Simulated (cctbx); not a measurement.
## Diagnosing a refinement

Cell a = 11.9820 Å, b = 11.9820 Å, c = 11.9820 Å, α = 90.00°, β = 90.00°, γ = 90.00°; space group Fm-3m (no. 225). The compound is Sc2Pt21C6.

The data are simulated with cctbx, not measured: Mo Kα, λ = 0.71073 Å, to d = 0.6 Å, 70 % of the full sphere, strongest reflection 40000 counts, noise from counting, a 6 % proportional error and a noise floor of 2 counts (s.d.); no absorption, and some extinction, which the refinements don't model.

An anisotropic refinement with weights 1/σ² prints:

```text
Rint 0.049, 258 unique reflections to 0.60 A
cycle     R1     wR2    GooF  max shift (A)
   1  0.0201  0.0775   4.416   0.00381
   4  0.0088  0.0182   1.039   0.00038
final R1 0.0088 wR2 0.0182 GooF 1.039  parameters 12  data/parameter 21.5
atom        x        y        z      Ueq    occ   su(xyz)  su(Uiso or U11)
Pt1    0.32699  0.67301  0.00000   0.0066  1.000  0.00001  0.0000
Pt2    0.88780  0.88780  0.61220   0.0091  1.000  0.00001  0.0000
Pt3    0.00000  0.00000  0.00000   0.0080  1.000  0.00000  0.0001
Sc1    0.25000  0.25000  0.75000   0.0122  1.000  0.00000  0.0002
C1     0.00000  0.00000  0.72369   0.0222  1.000  0.00049  0.0015
difference map: max 1.49 min -2.21 rms 0.33
Q1    0.0000  0.0000  0.5000    4    1.49  2.33 A from Pt2
Q2    0.0550  0.2178  0.2822   96    0.92  1.56 A from Pt1
Q3    0.0000  0.0412  0.0412   48    0.85  0.70 A from Pt3
Q4    0.0000  0.1232  0.2614   96    0.84  1.22 A from Pt1
Q5    0.0000  0.0490  0.2872   96    0.84  0.60 A from C1
Q6    0.0000  0.0571  0.4429   48    0.84  1.64 A from Pt2
```

Q: Accept it or mend it, and why?

It can stand. The set-up had a fault (anomalous dispersion left out), but the figures of merit move little: R1 = 0.0088, wR2 = 0.0182, GooF = 1.04 against R1 = 0.0087, wR2 = 0.0180, GooF = 1.03 for the right model.

The compound is Sc2Pt21C6. The right model at the same level gives:

```text
Rint 0.049, 258 unique reflections to 0.60 A
cycle     R1     wR2    GooF  max shift (A)
   1  0.0200  0.0767   4.372   0.00185
   3  0.0087  0.0180   1.027   0.00038
final R1 0.0087 wR2 0.0180 GooF 1.027  parameters 12  data/parameter 21.5
atom        x        y        z      Ueq    occ   su(xyz)  su(Uiso or U11)
Pt1    0.32699  0.67301  0.00000   0.0064  1.000  0.00001  0.0000
Pt2    0.88780  0.88780  0.61220   0.0089  1.000  0.00001  0.0000
Pt3    0.00000  0.00000  0.00000   0.0078  1.000  0.00000  0.0001
Sc1    0.25000  0.25000  0.75000   0.0136  1.000  0.00000  0.0002
C1     0.00000  0.00000  0.72400   0.0223  1.000  0.00048  0.0015
difference map: max 1.40 min -1.91 rms 0.32
Q1    0.0000  0.0000  0.5000    4    1.40  2.33 A from Pt2
Q2    0.0578  0.2170  0.2830   96    0.96  1.58 A from Pt1
Q3    0.0611  0.0611  0.1377   96    0.87  1.59 A from Pt1
Q4    0.0000  0.1243  0.2622   96    0.81  1.22 A from Pt1
Q5    0.2096  0.2096  0.2096   32    0.80  0.84 A from Sc1
Q6    0.0000  0.0390  0.3711   96    0.78  1.23 A from C1
```

The model was made for the exercise: a known structure type with other elements put in, its volume estimated, not relaxed; displacement parameters are assumed.

[Middle refinement cycles are left out of these outputs.]

[Logs are printed without paths, hosts, clocks, repeated set-up lines and the standing remarks that a program may print on its own settings, such as how far it seeks lower states.]
